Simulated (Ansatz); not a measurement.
# OH on Ni(100): change of the work function, part 4 of 5

Aim: the work function of Ni(100) at several coverages of OH (top site), and the dipole that each adsorbate carries.

Ansatz 0.2.0; plane-wave DFT, PBEsol, Ansatz PAW.

So far, work function, upper face (eV): step 2 (the clean slab) 4.99; step 3 (18 atoms, coverage 0.25 ML, cell 2x2) 4.08; step 4 (20 atoms, coverage 0.5 ML, cell 2x2) 3.42.

### Step 5. Adsorbate added, k-mesh 12×12×1, coverage 1 ML

System of this step: OH/Ni(100). The cell holds 6 atoms: 4 Ni, 1 O and 1 H. Its edges and angles: a = 2.489 Å, b = 2.489 Å, c = 25.990 Å, α = 90.0°, β = 90.0°, γ = 90.0°. Vacuum lies along c.

Another coverage, to see how the dipoles act on each other as their distance changes.

input.yaml

```yaml
crystal:
  lattice:
    - [2.4890158698, 0.0, 0.0]
    - [0.0, 2.4890158698, 0.0]
    - [0.0, 0.0, 25.9899952269]
  atoms:
    - { symbol: Ni, position: [0.5, 0.5, 0.3462870971], spin: 0.76 }
    - { symbol: Ni, position: [0.0, 0.0, 0.4140054627], spin: 0.68 }
    - { symbol: Ni, position: [0.5, 0.5, 0.4800454422], spin: 0.69 }
    - { symbol: Ni, position: [0.0, 0.0, 0.5429010319], spin: 0.75 }
    - { symbol: O, position: [0.0, 0.0, 0.6160060857] }
    - { symbol: H, position: [0.0, 0.0, 0.6537129029] }
magnetization:
  spin_polarized: true
kpoints:
  mp_grid: { grid: [12, 12, 1] }
hamiltonian:
  xc: pbesol
scf:
  occupations: { method: fermi_dirac, width: 0.1 }
  convergence: { dr2_threshold: 1.0e-08 }
efield:
  axis: 3
  dipole_correction: true
  ramp_position: 0.97
  ramp_width: 0.06
relax:
  f_tol: 0.02
  max_steps: 60
  constraints: [{ sites: [0, 1] }]
output:
  bader: true
  write_potential: true
  write_density: true
  volumetric_format: npy
```

The run is started by

```
> ansatz run input.yaml --threads 4 --pin off --max-ram 12288MiB --backend cpu --events-out ev --progress --plain --runs-dir out
```

Numbers of over 12 decimals in the logs are rounded to 6 here.

Log:

```text
[...]
Crystal: 6 atoms, lattice volume = 161.013 Å³
Basis set: ecut = 420 eV, 3119 PW (Γ), exchange–correlation on 36×36×360 points (8 copies of the dense FFT grid, shifted against one another)
Bands: 50, of which v1, the nominal top of the filled ones, is band 40 counted from 1 (39 counted from 0)
[...]
--- Bader charges: 6 sites ---
  site symbol  charge [e]  shift [e]    m [muB]
     0     Ni     -0.0134     0.0000     0.7292
     1     Ni      0.0148     0.0000     0.6369
     2     Ni     -0.0155     0.0001     0.6140
     3     Ni      0.3933     0.0041     0.8968
     4      O     -0.9319     0.0018     0.3974
     5      H      0.5528     0.0023     0.0010
  estimated error of the sums over rays = 4.9e-4 e
[key lines of the parts left out:]
SCF converged after 7 iterations
Magnetization: 3.2754 μB (41.1377 up, 37.8623 down)
Free energy (F): -23793.040597 eV
Fermi energy:    2.760243 eV
Dipole field:    D = 0.102822 V/Å  (p = 0.091493 e·Å, saw-weighted, corrected)
Work function:   Φ+ = 2.3663 eV   Φ− = 5.0387 eV
```

The job ended after 1.7 min (4 threads of Arm Neoverse V2, shared host; peak memory 0.7 GiB).

The steps of the relaxation:

```
step  energy less that of the first step (eV)  largest force component (eV/Å)
   1                                   0.0000                          1.8382
   2                                  -0.0787                          1.4742
   3                                  -0.0438                          2.6086
   4                                  -0.1573                          0.3278
   5                                  -0.1587                          0.0265
   6                                  -0.1588                          0.0013
```

Relaxation step 3 was tried and not accepted.

Forces are held to the 8 operations that the run works with; a distortion that breaks them can't arise in this run.

The atoms that moved most (Å):

```
atom     dx     dy      dz  length
  H6  0.000  0.000  -0.115   0.115
  O5  0.000  0.000  -0.099   0.099
 Ni4  0.000  0.000   0.055   0.055
 Ni3  0.000  0.000  -0.010   0.010
```

Final coordinates:

```xyz
6
Lattice="2.4890 0.0000 0.0000 0.0000 2.4890 0.0000 0.0000 0.0000 25.9900" Properties=species:S:1:pos:R:3
Ni    1.2445    1.2445    9.0000
Ni    0.0000    0.0000   10.7600
Ni    1.2445    1.2445   12.4662
Ni    0.0000    0.0000   14.1649
O     0.0000    0.0000   15.9107
H     0.0000    0.0000   16.8755
```

The relaxation took 6 steps and lowered the energy by 0.16 eV; the largest force on the free atoms ends at 0.0013 eV/Å.

The covered face has 2.37 eV, -2.63 eV against the clean one; the bare back face has moved by +0.05 eV, a measure of how thin the slab is.

### Step 6. Work function against coverage

This step: plane-wave DFT, PBEsol, Ansatz PAW; work function against coverage (Ansatz 0.2.0).

The runs are now put side by side.

This step gave:

* work function of the clean face: 4.995 eV
* largest change of the work function: -2.628 eV

Table of work function of the covered face by coverage:

```
coverage (adsorbates/nm²)  work function of the covered face (eV)
                     0.00                                    4.99
                     4.04                                    4.08
                     8.07                                    3.42
                    16.14                                    2.37
```

The dipole per adsorbate comes from the change of the cell's dipole. Coverage, by row:

```
coverage (1/nm²)  coverage (ML)  work function (eV)  change (eV)  dipole per adsorbate, positive end outwards (debye)  mean height of the added atoms over the highest substrate atom (Å)
           4.035           0.25               4.076      -0.9187                                                0.619                                                               2.238
           8.071            0.5               3.418       -1.577                                                0.529                                                               2.226
           16.14              1               2.366       -2.628                                                 0.44                                                               2.228
```

### Step 7. The slab at 0.25 ML, atoms frozen

This step: plane-wave DFT, PBEsol, Ansatz PAW (Ansatz 0.2.0).

System of this step: OH/Ni(100). The cell holds 18 atoms: 16 Ni, 1 O and 1 H. Cell: a = 4.978 Å, b = 4.978 Å, c = 25.990 Å, α = 90.0°, β = 90.0°, γ = 90.0°. Vacuum lies along c.

To see where the charge goes, the covered slab, the bare substrate and the adsorbate layer are each run at the same frozen positions and on the same grid.

input.yaml

```yaml
crystal:
  lattice:
    - [4.9780317396, 0.0, 0.0]
    - [0.0, 4.9780317396, 0.0]
    - [0.0, 0.0, 25.9899952269]
  atoms:
    - { symbol: Ni, position: [0.25, 0.25, 0.3462870971], spin: 0.7 }
    - { symbol: Ni, position: [0.0, 0.0, 0.4140054627], spin: 0.7 }
    - { symbol: Ni, position: [0.2477375228, 0.2477375228, 0.4798615958], spin: 0.7 }
    - { symbol: Ni, position: [0.0, 0.0, 0.546649129], spin: 0.7 }
    - { symbol: Ni, position: [0.25, 0.75, 0.3462870971], spin: 0.7 }
    - { symbol: Ni, position: [0.0, 0.5, 0.4140054627], spin: 0.7 }
    - { symbol: Ni, position: [0.2477375228, 0.7522624772, 0.4798615958], spin: 0.7 }
    - { symbol: Ni, position: [0.0, 0.5, 0.5427172582], spin: 0.7 }
    - { symbol: Ni, position: [0.75, 0.25, 0.3462870971], spin: 0.7 }
    - { symbol: Ni, position: [0.5, 0.0, 0.4140054627], spin: 0.7 }
    - { symbol: Ni, position: [0.7522624772, 0.2477375228, 0.4798615958], spin: 0.7 }
    - { symbol: Ni, position: [0.5, 0.0, 0.5427172582], spin: 0.7 }
    - { symbol: Ni, position: [0.75, 0.75, 0.3462870971], spin: 0.7 }
    - { symbol: Ni, position: [0.5, 0.5, 0.4140054627], spin: 0.7 }
    - { symbol: Ni, position: [0.7522624772, 0.7522624772, 0.4798615958], spin: 0.7 }
    - { symbol: Ni, position: [0.5, 0.5, 0.5412704802], spin: 0.7 }
    - { symbol: O, position: [0.0, 0.0, 0.6142224017] }
    - { symbol: H, position: [0.0, 0.0, 0.6513213065] }
magnetization:
  spin_polarized: true
kpoints:
  mp_grid: { grid: [6, 6, 1] }
hamiltonian:
  xc: pbesol
scf:
  occupations: { method: fermi_dirac, width: 0.1 }
  convergence: { dr2_threshold: 1.0e-08 }
efield:
  axis: 3
  dipole_correction: true
  ramp_position: 0.97
  ramp_width: 0.06
output:
  write_potential: true
  write_density: true
  volumetric_format: npy
```

Log:

```text
[...]
Crystal: 18 atoms, lattice volume = 644.053 Å³
Basis set: ecut = 420 eV, 12619 PW (Γ)
Bands: 184, of which v1, the nominal top of the filled ones, is band 148 counted from 1 (147 counted from 0)
Symmetry: 8 space group operations
k-points: 10 of 36
[...]
Starting moments: Σ|m| = 11.2 μB on 16 of 18 sites
[...]
SCF iter   1: F=—  HF=-93435.701660 eV  |F-HF|=—  |Δ(HF+E_count)|=         —  Δρ=4.27e-2 (↑2.42e-2 ↓4.27e-2)  dr2=2.13e1  dr2_m=3.66e0  M=14.095 μB ∫|m|=14.670 μB  β_m=1.00  ethr=3.10e-3  p=-0.000 e·Å  D=-5.71e-7 V/Å  ΔV_dip=0.00 eV  dr2_dipole=2.53e-1  V_vac-E_F(+/−)=7.15/7.15 eV  ⟨swp⟩=10.9  Hψ=19542  notcnv=0  defer=192
[...]
SCF iter  17: F=-93447.451129 eV  HF=-93447.451129 eV  |F-HF|=3.23e-9  |Δ(HF+E_count)|=  5.82e-11  Δρ=4.56e-7 (↑1.77e-7 ↓4.56e-7)  dr2=2.19e-9  dr2_m=1.57e-10  M=11.225 μB ∫|m|=12.525 μB  ethr=1.00e-12  p=0.129 e·Å  D=3.62e-2 V/Å  ΔV_dip=-0.94 eV  dr2_dipole=9.20e-11  V_vac-E_F(+/−)=4.08/5.02 eV  ⟨swp⟩=15.3  Hψ=18868  notcnv=0
SCF 1 converged in 17 iterations: F = -93447.451129 eV  dr2 = 2.19e-9
[...]
SCF converged after 17 iterations
Magnetization: 11.2255 μB (153.1127 up, 141.8873 down)
Absolute magnetization: 12.5357 μB (∫|ρ↑−ρ↓|, with the PAW one-centre terms)
[...]
Per-site moments (μB) at R_I (Å): [(0.758955, 1.026719), (0.672017, 1.008000), (0.703623, 0.984933), (0.785072, 0.724444), (0.758955, 1.026719), (0.684007, 1.012722), (0.703623, 0.984933), (0.752100, 0.990564), (0.758955, 1.026719), (0.684007, 1.012722), (0.703623, 0.984933), (0.752100, 0.990564), (0.758955, 1.026719), (0.678862, 1.017421), (0.703623, 0.984933), (0.737629, 0.984933), (0.049394, 0.397733), (0.00366056, 0.397733)]
Free energy (F): -93447.451129 eV
[...]
Internal energy: -93446.461585 eV  (E = F + TS)
E sigma→0 (E₀):  -93446.956357 eV
Entropy (-TS):   -0.989543 eV (-54.975 meV/atom)
Fermi energy:    1.731223 eV
Dipole field:    D = 0.036172 V/Å  (p = 0.128745 e·Å, saw-weighted, corrected)
Work function:   Φ+ = 4.0756 eV   Φ− = 5.0158 eV
[...]
--- Band table (eV; the first three rows and the last of 20) ---
  k-point 0 ↑: bands = [... 144 lower, 1.1693, 1.1797, 1.1987, 1.1987, 1.2787, 1.4008, 1.5545, 2.0960, ... 32 higher]
  k-point 1 ↑: bands = [... 144 lower, 1.1146, 1.1234, 1.1563, 1.1851, 1.2254, 1.2803, 1.3062, 1.4153, ... 32 higher]
  k-point 2 ↑: bands = [... 144 lower, 1.0788, 1.0913, 1.0974, 1.1182, 1.1728, 1.1875, 1.2275, 1.2323, ... 32 higher]
  k-point 9 ↓: bands = [... 144 lower, 1.5499, 1.6416, 1.6416, 1.7334, 2.0014, 2.0014, 2.0386, 2.0585, ... 32 higher]
```

The job ended after 2.6 min (4 threads; peak memory 3.8 GiB).

Numbers from this step:

```yaml
energy_at_zero_smearing: -93446.9564 eV
total_moment: 11.23 μB
work_function_upper_face: 4.076 eV
work_function_lower_face: 5.016 eV
dipole_along_the_normal: 0.1287 e·Å
step_between_the_vacuum_levels: -0.9401 eV
```

The work function of the upper face is 4.08 eV.

### Step 8. The substrate of the 0.25 ML cell alone

System of this step: OH/Ni(100), substrate alone, atoms held. The cell holds 16 atoms: 16 Ni. Cell: a = 4.978 Å, b = 4.978 Å, c = 25.990 Å, α = 90.0°, β = 90.0°, γ = 90.0°. Vacuum lies along c.

The second part, atoms unmoved.

input.yaml, the sections that differ from step 7:

```yaml
crystal:
  lattice:
    - [4.9780317396, 0.0, 0.0]
    - [0.0, 4.9780317396, 0.0]
    - [0.0, 0.0, 25.9899952269]
  atoms:
    - { symbol: Ni, position: [0.25, 0.25, 0.3462870971], spin: 0.76 }
    - { symbol: Ni, position: [0.0, 0.0, 0.4140054627], spin: 0.67 }
    - { symbol: Ni, position: [0.2477375228, 0.2477375228, 0.4798615958], spin: 0.7 }
    - { symbol: Ni, position: [0.0, 0.0, 0.546649129], spin: 0.79 }
    - { symbol: Ni, position: [0.25, 0.75, 0.3462870971], spin: 0.76 }
    - { symbol: Ni, position: [0.0, 0.5, 0.4140054627], spin: 0.68 }
    - { symbol: Ni, position: [0.2477375228, 0.7522624772, 0.4798615958], spin: 0.7 }
    - { symbol: Ni, position: [0.0, 0.5, 0.5427172582], spin: 0.75 }
    - { symbol: Ni, position: [0.75, 0.25, 0.3462870971], spin: 0.76 }
    - { symbol: Ni, position: [0.5, 0.0, 0.4140054627], spin: 0.68 }
    - { symbol: Ni, position: [0.7522624772, 0.2477375228, 0.4798615958], spin: 0.7 }
    - { symbol: Ni, position: [0.5, 0.0, 0.5427172582], spin: 0.75 }
    - { symbol: Ni, position: [0.75, 0.75, 0.3462870971], spin: 0.76 }
    - { symbol: Ni, position: [0.5, 0.5, 0.4140054627], spin: 0.68 }
    - { symbol: Ni, position: [0.7522624772, 0.7522624772, 0.4798615958], spin: 0.7 }
    - { symbol: Ni, position: [0.5, 0.5, 0.5412704802], spin: 0.74 }
# magnetization, kpoints, hamiltonian, scf, efield, output: as in step 7
```

Log:

```text
[...]
Crystal: 16 atoms, lattice volume = 644.053 Å³
Basis set: ecut = 420 eV, 12619 PW (Γ)
Bands: 180, of which v1, the nominal top of the filled ones, is band 144 counted from 1 (143 counted from 0)
Symmetry: 8 space group operations
k-points: 10 of 36
[...]
Starting moments: Σ|m| = 11.58 μB on 16 of 16 sites
[...]
SCF iter   1: F=—  HF=-92857.731847 eV  |F-HF|=—  |Δ(HF+E_count)|=         —  Δρ=3.48e-2 (↑1.63e-2 ↓3.48e-2)  dr2=1.70e1  dr2_m=2.55e0  M=13.764 μB ∫|m|=14.323 μB  β_m=1.00  ethr=3.10e-3  p=-0.000 e·Å  D=-6.15e-7 V/Å  ΔV_dip=0.00 eV  dr2_dipole=6.04e-5  V_vac-E_F(+/−)=7.11/7.11 eV  ⟨swp⟩=11.9  Hψ=19168  notcnv=0  defer=151
[...]
SCF iter  17: F=-92871.550149 eV  HF=-92871.550149 eV  |F-HF|=2.75e-9  |Δ(HF+E_count)|=   2.14e-9  Δρ=4.64e-7 (↑2.15e-7 ↓4.64e-7)  dr2=2.97e-9  dr2_m=1.13e-10  M=10.890 μB ∫|m|=12.239 μB  ethr=1.00e-12  p=0.000 e·Å  D=1.33e-4 V/Å  ΔV_dip=-0.00 eV  dr2_dipole=2.68e-10  V_vac-E_F(+/−)=4.99/4.99 eV  ⟨swp⟩=16.4  Hψ=18775  notcnv=0
SCF 1 converged in 17 iterations: F = -92871.550149 eV  dr2 = 2.97e-9
[...]
SCF converged after 17 iterations
Magnetization: 10.8895 μB (149.4448 up, 138.5552 down)
Absolute magnetization: 12.2506 μB (∫|ρ↑−ρ↓|, with the PAW one-centre terms)
[...]
Per-site moments (μB) at R_I (Å): [(0.755198, 1.026719), (0.678366, 1.008000), (0.686778, 0.984933), (0.754708, 1.015020), (0.755198, 1.026719), (0.682806, 1.012722), (0.686778, 0.984933), (0.743072, 0.990564), (0.755198, 1.026719), (0.682806, 1.012722), (0.686778, 0.984933), (0.743072, 0.990564), (0.755198, 1.026719), (0.688241, 1.017421), (0.686778, 0.984933), (0.742505, 0.984933)]
Free energy (F): -92871.550149 eV
[...]
Internal energy: -92870.590026 eV  (E = F + TS)
E sigma→0 (E₀):  -92871.070088 eV
Entropy (-TS):   -0.960123 eV (-60.008 meV/atom)
Fermi energy:    1.277397 eV
Dipole field:    D = 0.000146 V/Å  (p = 0.000518 e·Å, saw-weighted, corrected)
Work function:   Φ+ = 4.9899 eV   Φ− = 4.9937 eV
[...]
--- Band table (eV; the first three rows and the last of 20) ---
  k-point 0 ↑: bands = [... 140 lower, 0.7210, 0.7500, 0.7566, 0.7566, 0.8221, 1.0338, 1.1015, 1.4515, ... 32 higher]
  k-point 1 ↑: bands = [... 140 lower, 0.6594, 0.6832, 0.7094, 0.7196, 0.7254, 0.7826, 0.9158, 0.9609, ... 32 higher]
  k-point 2 ↑: bands = [... 140 lower, 0.6151, 0.6335, 0.6658, 0.6663, 0.6802, 0.7386, 0.7739, 0.7774, ... 32 higher]
  k-point 9 ↓: bands = [... 140 lower, 1.0824, 1.0880, 1.0939, 1.1004, 1.5749, 1.5749, 1.5874, 1.6050, ... 32 higher]
```

Run time: 2.5 min. Hardware: 4 threads; peak memory 3.7 GiB.

This step gave:

| Item | Value |
| --- | --- |
| energy at zero smearing | -92871.0701 eV |
| total moment | 10.89 μB |
| work function, upper face | 4.990 eV |
| dipole along the normal | 5.18e-4 e·Å |

Site moment by atom:

```
atom  site moment (μB)
 Ni1             0.755
 Ni2             0.678
 Ni3             0.687
 Ni4             0.755
 Ni5             0.755
 Ni6             0.683
 Ni7             0.687
 Ni8             0.743
 Ni9             0.755
Ni10             0.683
Ni11             0.687
Ni12             0.743
Ni13             0.755
Ni14             0.688
Ni15             0.687
Ni16             0.743
```

The work function of the upper face is 4.99 eV.

### Step 9. The adsorbate layer of the 0.25 ML cell alone

System of this step: OH/Ni(100), adsorbate layer alone, atoms held. The cell holds 2 atoms: 1 O and 1 H. Its edges and angles: a = 4.978 Å, b = 4.978 Å, c = 25.990 Å, α = 90.0°, β = 90.0°, γ = 90.0°. Vacuum lies along c.

The third part; a free layer of atoms may carry a moment, so spin is on.

input.yaml, the sections that differ from step 8:

```yaml
crystal:
  lattice:
    - [4.9780317396, 0.0, 0.0]
    - [0.0, 4.9780317396, 0.0]
    - [0.0, 0.0, 25.9899952269]
  atoms:
    - { symbol: O, position: [0.0, 0.0, 0.6142224017], spin: 1.0 }
    - { symbol: H, position: [0.0, 0.0, 0.6513213065] }
# magnetization, kpoints, hamiltonian, scf, efield, output: as in step 8
```

Log:

```text
[...]
Crystal: 2 atoms, lattice volume = 644.053 Å³
Basis set: ecut = 420 eV, 12619 PW (Γ)
Bands: 8, of which v1, the nominal top of the filled ones, is band 4 counted from 1 (3 counted from 0)
Symmetry: 8 space group operations
k-points: 10 of 36
[...]
Starting moments: Σ|m| = 1 μB on 1 of 2 sites
[...]
SCF iter   1: F=—  HF=-573.538160 eV  |F-HF|=—  |Δ(HF+E_count)|=         —  Δρ=1.00e-2 (↑8.56e-3 ↓1.00e-2)  dr2=1.59e0  dr2_m=1.40e-1  M=1.000 μB ∫|m|=1.030 μB  β_m=1.00  ethr=3.10e-3  p=0.000 e·Å  D=4.42e-8 V/Å  ΔV_dip=-0.00 eV  dr2_dipole=2.73e-2  V_vac-E_F(+/−)=9.63/9.63 eV  ⟨swp⟩=6.5  Hψ=1423  notcnv=0
[...]
SCF iter   9: F=—  HF=-573.077793 eV  |F-HF|=—  |Δ(HF+E_count)|=   2.62e-4  Δρ=6.36e-6 (↑6.36e-6 ↓6.23e-6)  dr2=9.57e-8  dr2_m=2.08e-7  M=1.000 μB ∫|m|=1.027 μB  β_m=1.20  ethr=8.30e-9  p=0.305 e·Å  D=8.56e-2 V/Å  ΔV_dip=-2.22 eV  dr2_dipole=4.26e-11  V_vac-E_F(+/−)=5.92/8.15 eV  ⟨swp⟩=3.0  Hψ=262  notcnv=0
[...]
spin-set hold released at iteration 9 (settled: charge residual and site-moment steps within their bounds): the magnetisation degrees of freedom join the quasi-Newton model from the next iteration; the mixer history was flushed
SCF iter  10: F=—  HF=-573.077929 eV  |F-HF|=—  |Δ(HF+E_count)|=   1.36e-4  Δρ=3.24e-6 (↑3.24e-6 ↓2.75e-6)  dr2=5.67e-9  dr2_m=4.96e-8  M=1.000 μB ∫|m|=1.027 μB  β_m=1.20  ethr=1.43e-10  p=0.305 e·Å  D=8.56e-2 V/Å  ΔV_dip=-2.22 eV  dr2_dipole=2.30e-10  V_vac-E_F(+/−)=5.92/8.14 eV  ⟨swp⟩=6.7  Hψ=1408  notcnv=0  κ⁻¹=1.0e0(r=1)
density mixer auto → broyden: no gap read (density of states about μ 1.58 of a free-electron gas's, 14 screened modes)
SCF iter  11: F=—  HF=-573.078018 eV  |F-HF|=—  |Δ(HF+E_count)|=   8.86e-5  Δρ=2.34e-6 (↑2.34e-6 ↓1.53e-6)  dr2=6.52e-9  dr2_m=1.82e-8  M=1.000 μB ∫|m|=1.026 μB  β_m=1.20  ethr=8.10e-11  p=0.305 e·Å  D=8.56e-2 V/Å  ΔV_dip=-2.22 eV  dr2_dipole=8.47e-11  V_vac-E_F(+/−)=5.92/8.14 eV  ⟨swp⟩=6.4  Hψ=844  notcnv=0  κ⁻¹=1.7e-2(r=2)
[...]
SCF iter  14: F=-573.078074 eV  HF=-573.078074 eV  |F-HF|=1.11e-9  |Δ(HF+E_count)|=   7.02e-7  Δρ=7.29e-8 (↑7.11e-8 ↓7.29e-8)  dr2=3.66e-11  dr2_m=1.28e-12  M=1.000 μB ∫|m|=1.026 μB  ethr=8.21e-12  p=0.305 e·Å  D=8.56e-2 V/Å  ΔV_dip=-2.22 eV  dr2_dipole=1.07e-13  V_vac-E_F(+/−)=5.92/8.14 eV  ⟨swp⟩=6.2  Hψ=806  notcnv=0
SCF 1 converged in 14 iterations: F = -573.078074 eV  dr2 = 3.66e-11
[...]
this state was not tested for a lower state beside it, because the mixer in use, unlike msr1, does not test its closes by its own steps (another_mixer; see scf.mixing.algorithm and scf.lower_state_search)
SCF converged after 14 iterations
Magnetization: 1.0000 μB (4.0000 up, 3.0000 down)
Absolute magnetization: 1.0262 μB (∫|ρ↑−ρ↓|, with the PAW one-centre terms)
[...]
Per-site moments (μB) at R_I (Å): [(0.316552, 0.397733), (-0.00412484, 0.397733)]
Free energy (F): -573.078074 eV
[...]
Internal energy: -572.941219 eV  (E = F + TS)
E sigma→0 (E₀):  -573.009647 eV
Entropy (-TS):   -0.136854 eV (-68.427 meV/atom)
Fermi energy:    -7.151090 eV
Dipole field:    D = 0.085606 V/Å  (p = 0.304692 e·Å, saw-weighted, corrected)
Work function:   Φ+ = 5.9160 eV   Φ− = 8.1409 eV
[...]
--- Band table (eV; the first three rows and the last of 20) ---
[...]
```

It took 5.3 s on 4 threads; peak memory 0.72 GiB; 20 s of CPU time.

This step gave:

* energy at zero smearing: -573.0096 eV
* total moment: 1.0000 μB
* site moments: 0.3166, -0.004125 μB
* work function, upper face: 5.916 eV
* work function, lower face: 8.141 eV
* dipole along the normal: 0.3047 e·Å
* step between the vacuum levels: -2.225 eV

Site moment by atom:

```
atom  site moment (μB)
  O1             0.317
  H2            -0.004
```

The free layer carries a moment of 1.0 μB a cell.

(Part 4 of 5 ends here.)

[Logs are printed without paths, hosts, clocks, repeated set-up lines and the standing remarks that a program may print on its own settings, such as how far it seeks lower states.]

[Hosts, paths, dates, database ids (printed as entryN), source tags and the programs' standing remarks are cut or masked in the printed files.]

[Maps of the electrostatic potential energy from Ansatz leave out the sawtooth potential of an applied field or a dipole correction, so their vacuum need not be flat; planar profiles and work functions include it.]
